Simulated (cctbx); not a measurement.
# A crystallographic session in cctbx: Zr3V3NiBi2

Library: cctbx 2025.11. The data are simulated by the first script.

## 1. Simulate the data

run.py:

```python
from cctbx import adptbx, crystal, miller, sgtbx, xray
from cctbx.array_family import flex
from iotbx.shelx import hklf
from scitbx import matrix
import scitbx.random

cs = crystal.symmetry(unit_cell=(7.386, 7.386, 3.611, 90, 90, 120), space_group_symbol='Hall: P -6 -2')  # P-62m
atoms = [  # label, site, U (iso, or U11 U22 U33 U12 U13 U23 in A^2), occupancy
    ("Bi1", (1/3, 2/3, 0), (0.0132, 0.0132, 0.0096, 0.0066, 0.0000, 0.0000), 1),
    ("Zr1", (0, 0.6082, 0.5), (0.0245, 0.0197, 0.0141, 0.0123, 0.0000, 0.0000), 1),
    ("Ni1", (0, 0, 0.5), (0.0210, 0.0210, 0.0229, 0.0105, -0.0000, -0.0000), 1),
    ("V1", (0, 0.2485, 0), (0.0226, 0.0141, 0.0214, 0.0113, 0.0000, 0.0000), 1),
]
xs = xray.structure(crystal_symmetry=cs)
for label, site, u, occ in atoms:
    u = adptbx.u_cif_as_u_star(cs.unit_cell(), u) if isinstance(u, tuple) else u
    xs.add_scatterer(xray.scatterer(label, site=site, u=u, occupancy=occ))
xs.set_inelastic_form_factors(0.56087, "sasaki")
xs.show_summary()
p1 = xs.expand_to_p1()
ms = miller.build_set(p1, anomalous_flag=True, d_min=1.1)
flex.set_random_seed(404288)
scitbx.random.set_random_seed(404288)
ms = ms.select(flex.random_double(ms.size()) < 0.95)
i = ms.structure_factors_from_scatterers(p1, algorithm="direct").f_calc().as_intensity_array().data()
i = i * 5000 / flex.max(i)
sig = flex.sqrt(i + flex.pow2(0.04 * i) + 15 ** 2)
noise = scitbx.random.variate(scitbx.random.normal_distribution())(i.size())
data = ms.array(data=i + sig * noise, sigmas=sig).set_observation_type_xray_intensity()
with open("data.hkl", "w") as f:
    data.export_as_shelx_hklf(f)
print("reflections written:", data.size(), " <I/sigma> = %.1f" % flex.mean(data.data() / data.sigmas()))
for h, a, b in list(data.sort("data"))[:12]:
    print("%4d%4d%4d %9.1f %7.1f" % (h + (a, b)))
```

```console
$ python run.py
```

```text
Number of scatterers: 4
At special positions: 4
Unit cell: (7.386, 7.386, 3.611, 90, 90, 120)
Space group: P -6 2 m (No. 189)
reflections written: 523  <I/sigma> = 13.0
   0   0  -2    5099.5   212.7
   0   0   2    4828.5   212.7
  -3   0   0    3621.3   150.8
  -3   3   0    3530.3   150.8
   3  -3   0    3454.9   150.8
   0  -3   0    3409.2   150.8
   0   3   0    3382.0   150.8
   3   0   0    3224.2   150.8
   1   1   1    2503.6   107.6
  -2   1   1    2484.5   107.6
   1  -2  -1    2393.9   107.6
  -2   1  -1    2388.0   107.6
```

It took 0.33 s on 1 thread of Arm Neoverse N1, on a shared host, peak memory 0.07 GiB.

## 2. Refinement (right model)

run.py:

```python
import math
from cctbx import adptbx, crystal, maptbx, sgtbx, xray
from cctbx.array_family import flex
from cctbx.xray import observations
from iotbx.shelx import hklf
from scitbx.lstbx import normal_eqns_solving
from smtbx import absolute_structure, utils
from smtbx.refinement import constraints, least_squares

cs = crystal.symmetry(unit_cell=(7.386, 7.386, 3.611, 90, 90, 120), space_group_symbol='Hall: P -6 -2')  # P-62m
atoms = [  # label, site, U (iso, or U11 U22 U33 U12 U13 U23 in A^2), occupancy
    ("Bi1", (1/3, 2/3, 0), 0.0200, 1),
    ("Zr1", (0, 0.6078, 0.5), 0.0200, 1),
    ("Ni1", (0, 0, 0.5), 0.0200, 1),
    ("V1", (0, 0.2503, 0), 0.0200, 1),
]
xs = xray.structure(crystal_symmetry=cs)
for label, site, u, occ in atoms:
    u = adptbx.u_cif_as_u_star(cs.unit_cell(), u) if isinstance(u, tuple) else u
    xs.add_scatterer(xray.scatterer(label, site=site, u=u, occupancy=occ))
xs.set_inelastic_form_factors(0.56087, "sasaki")
raw = hklf.reader(file_name="data.hkl").as_miller_arrays(crystal_symmetry=cs, anomalous=True)[0]
merged = raw.eliminate_sys_absent().merge_equivalents()
fo2 = merged.array().set_observation_type_xray_intensity()
print("Rint %.3f, %d unique reflections to %.2f A" % (merged.r_int(), fo2.size(), fo2.d_min()))
for sc in xs.scatterers():
    sc.flags.set_grad_site(True)
    sc.flags.set_grad_u_aniso(sc.flags.use_u_aniso())
    sc.flags.set_grad_u_iso(sc.flags.use_u_iso())
obs = fo2.as_xray_observations()
extra = {}
rep = constraints.reparametrisation(xs, [], utils.connectivity_table(xs), **extra)
ls = least_squares.crystallographic_ls(obs, rep, weighting_scheme=least_squares.mainstream_shelx_weighting(a=0, b=0))
print("cycle     R1     wR2    GooF  max shift (A)")
for cycle in range(8):
    ls.build_up()
    r1, wr2, goof = ls.r1_factor(cutoff_factor=2)[0], ls.wR2(), ls.goof()
    old = xs.sites_cart()
    normal_eqns_solving.levenberg_marquardt_iterations(ls, n_max_iterations=3, tau=1e-06, step_threshold=1e-7)
    big = flex.max((xs.sites_cart() - old).norms())
    print("%4d %7.4f %7.4f %7.3f %9.5f" % (cycle + 1, r1, wr2, goof, big))
    ls.build_up(objective_only=True)
    if abs(ls.wR2() - wr2) < 5e-5 and big < 5e-4:
        break
ls.build_up()
print("final R1 %.4f wR2 %.4f GooF %.3f  parameters %d  data/parameter %.1f" % (ls.r1_factor(cutoff_factor=2)[0], ls.wR2(), ls.goof(), ls.n_parameters, fo2.size() / ls.n_parameters))
cov = ls.covariance_matrix_and_annotations()
su = dict(zip(cov.annotations, (math.sqrt(max(v, 0)) for v in cov.matrix.matrix_packed_u_diagonal())))
a2 = cs.unit_cell().reciprocal_parameters()[0] ** -2
print("atom        x        y        z      Ueq    occ   su(xyz)  su(Uiso or U11)")
for sc in xs.scatterers():
    s = max(su.get(sc.label + k, 0) for k in (".x", ".y", ".z"))
    npd = "" if sc.is_positive_definite_u(cs.unit_cell()) else "  NPD"
    print("%-5s %8.5f %8.5f %8.5f %8.4f %6.3f %8.5f %7.4f%s" % ((sc.label,) + sc.site + (sc.u_iso_or_equiv(cs.unit_cell()), sc.occupancy, s, su.get(sc.label + ".uiso", su.get(sc.label + ".u11", 0) * a2), npd)))
fo = fo2.f_sq_as_f()
fc = fo.structure_factors_from_scatterers(xs, algorithm="direct").f_calc()
diff = fo.f_obs_minus_f_calc(1 / math.sqrt(ls.scale_factor()), fc).average_bijvoet_mates()
m = diff.fft_map(symmetry_flags=maptbx.use_space_group_symmetry, resolution_factor=0.25).apply_volume_scaling()
print("difference map: max %.2f min %.2f rms %.2f" % (m.statistics().max(), m.statistics().min(), m.statistics().sigma()))
peaks = m.peak_search(parameters=maptbx.peak_search_parameters(min_distance_sym_equiv=0.6, max_clusters=6)).all()
near = xs.closest_distances(peaks.sites(), distance_cutoff=4)
sps = cs.special_position_settings(min_distance_sym_equiv=0.5)
for k, (x, h) in enumerate(zip(peaks.sites(), peaks.heights())):
    ss = sps.site_symmetry(x)
    print("Q%-3d %7.4f %7.4f %7.4f %4d %7.2f  %.2f A from %s" % ((k + 1,) + tuple(t % 1 for t in ss.exact_site()) + (ss.multiplicity(), h, near.smallest_distances[k], xs.scatterers()[near.i_seqs[k]].label)))
```

```console
$ python run.py
```

```text
Rint 0.046, 67 unique reflections to 1.10 A
cycle     R1     wR2    GooF  max shift (A)
   1  0.0373  0.0790   3.135   0.02141
   2  0.0182  0.0403   1.597   0.00000
final R1 0.0182 wR2 0.0403 GooF 1.597  parameters 6  data/parameter 11.2
atom        x        y        z      Ueq    occ   su(xyz)  su(Uiso or U11)
Bi1    0.33333  0.66667  0.00000   0.0120  1.000  0.00000  0.0006
Zr1    0.00000  0.60870  0.50000   0.0190  1.000  0.00052  0.0010
Ni1    0.00000  0.00000  0.50000   0.0220  1.000  0.00000  0.0020
V1     0.00000  0.24740  0.00000   0.0184  1.000  0.00088  0.0019
difference map: max 0.90 min -0.89 rms 0.22
Q1    0.1127  0.6744  0.5000    6    0.96  0.72 A from Zr1
Q2    0.3333  0.6667  0.5000    2    0.70  1.81 A from Bi1
Q3    0.2323  0.5782  0.0000    6    0.69  0.70 A from Bi1
Q4    0.0000  0.2265  0.2820    6    0.59  1.03 A from V1
Q5    0.0000  0.4791  0.1740    6    0.53  1.52 A from Zr1
Q6    0.1085  0.4496  0.5000    6    0.49  1.72 A from Zr1
```

Time: 0.47 s.

## 3. Simulate the data

run.py, as its changes from the last script of this kind:

```diff
@@ -21 +21 @@
-ms = miller.build_set(p1, anomalous_flag=True, d_min=1.1)
+ms = miller.build_set(p1, anomalous_flag=True, d_min=0.84)
```

```console
$ python run.py
```

```text
Number of scatterers: 4
At special positions: 4
Unit cell: (7.386, 7.386, 3.611, 90, 90, 120)
Space group: P -6 2 m (No. 189)
reflections written: 1163  <I/sigma> = 10.9
   0   0  -2    5175.2   212.7
   0   0   2    5123.7   212.7
   3   0   0    3679.1   150.8
   0   3   0    3458.1   150.8
   3  -3   0    3421.7   150.8
  -3   0   0    3419.1   150.8
  -3   3   0    3358.6   150.8
   0  -3   0    3271.5   150.8
  -2   1  -1    2522.1   107.6
   1  -2  -1    2490.2   107.6
  -2   1   1    2413.1   107.6
   1   1   1    2391.8   107.6
```

Time: 0.34 s.

## 4. Refinement (right model)

run.py, as its changes from the last script of this kind:

```diff
@@ -13 +13 @@
-    ("Zr1", (0, 0.6078, 0.5), 0.0200, 1),
+    ("Zr1", (0, 0.6095, 0.5), 0.0200, 1),
@@ -15 +15 @@
-    ("V1", (0, 0.2503, 0), 0.0200, 1),
+    ("V1", (0, 0.2506, 0), 0.0200, 1),
@@ -21,0 +22 @@
+xs.convert_to_anisotropic()
```

```console
$ python run.py
```

```text
Rint 0.054, 137 unique reflections to 0.85 A
cycle     R1     wR2    GooF  max shift (A)
   1  0.0567  0.1164   4.088   0.01829
   2  0.0130  0.0282   0.990   0.00000
final R1 0.0130 wR2 0.0282 GooF 0.990  parameters 12  data/parameter 11.4
atom        x        y        z      Ueq    occ   su(xyz)  su(Uiso or U11)
Bi1    0.33333  0.66667  0.00000   0.0121  1.000  0.00000  0.0002
Zr1    0.00000  0.60822  0.50000   0.0186  1.000  0.00021  0.0008
Ni1    0.00000  0.00000  0.50000   0.0212  1.000  0.00000  0.0010
V1     0.00000  0.24812  0.00000   0.0187  1.000  0.00037  0.0015
difference map: max 0.81 min -0.93 rms 0.19
Q1    0.2346  0.6186  0.5000    6    0.85  1.70 A from Zr1
Q2    0.0818  0.7846  0.5000    6    0.58  1.13 A from Zr1
Q3    0.2226  0.7566  0.0000    6    0.52  1.29 A from Bi1
Q4    0.2015  0.4638  0.4039   12    0.49  1.77 A from Zr1
Q5    0.3333  0.6667  0.0000    2    0.47  0.00 A from Bi1
Q6    0.1399  0.8217  0.0000    6    0.47  1.15 A from V1
```

Time: 0.48 s.

## 5. Simulate the data

run.py, as its changes from the last script of this kind:

```diff
@@ -21 +21 @@
-ms = miller.build_set(p1, anomalous_flag=True, d_min=0.84)
+ms = miller.build_set(p1, anomalous_flag=True, d_min=0.6)
```

```console
$ python run.py
```

```text
Number of scatterers: 4
At special positions: 4
Unit cell: (7.386, 7.386, 3.611, 90, 90, 120)
Space group: P -6 2 m (No. 189)
reflections written: 3128  <I/sigma> = 7.2
   0   0  -2    5040.4   212.7
   0   0   2    5019.2   212.7
   0   3   0    3484.3   150.8
   3   0   0    3435.5   150.8
  -3   0   0    3409.3   150.8
  -3   3   0    3362.2   150.8
   1  -2   1    2535.0   107.6
  -2   1  -1    2425.1   107.6
  -2   1   1    2393.9   107.6
   1   1   1    2333.0   107.6
  -1  -1   1    2321.0    97.7
   2  -1   1    2248.8    97.7
```

Time: 0.34 s.

## 6. Refinement (right model)

run.py, as its changes from the last script of this kind:

```diff
@@ -13 +13 @@
-    ("Zr1", (0, 0.6095, 0.5), 0.0200, 1),
+    ("Zr1", (0, 0.6094, 0.5), 0.0200, 1),
@@ -15 +15 @@
-    ("V1", (0, 0.2506, 0), 0.0200, 1),
+    ("V1", (0, 0.2471, 0), 0.0200, 1),
```

```console
$ python run.py
```

```text
Rint 0.080, 343 unique reflections to 0.60 A
cycle     R1     wR2    GooF  max shift (A)
   1  0.1043  0.1974   5.009   0.01003
   2  0.0178  0.0368   0.934   0.00000
final R1 0.0178 wR2 0.0368 GooF 0.934  parameters 12  data/parameter 28.6
atom        x        y        z      Ueq    occ   su(xyz)  su(Uiso or U11)
Bi1    0.33333  0.66667  0.00000   0.0119  1.000  0.00000  0.0001
Zr1    0.00000  0.60804  0.50000   0.0190  1.000  0.00016  0.0005
Ni1    0.00000  0.00000  0.50000   0.0212  1.000  0.00000  0.0006
V1     0.00000  0.24803  0.00000   0.0183  1.000  0.00027  0.0010
difference map: max 1.91 min -1.90 rms 0.47
Q1    0.0000  0.2990  0.0000    3    1.91  0.38 A from V1
Q2    0.1703  0.5995  0.5000    6    1.87  1.29 A from Zr1
Q3    0.0000  0.9041  0.5000    3    1.85  0.71 A from Ni1
Q4    0.1029  0.6861  0.0000    6    1.83  1.78 A from Bi1
Q5    0.0000  0.7987  0.1156    6    1.79  1.74 A from V1
Q6    0.2977  0.6002  0.5000    6    1.75  1.86 A from Bi1
```

Run time: 0.48 s on 1 thread of Arm Neoverse N1 (shared host), peak memory 0.09 GiB.

[Logs are printed without paths, hosts, clocks, repeated set-up lines and the standing remarks that a program may print on its own settings, such as how far it seeks lower states.]
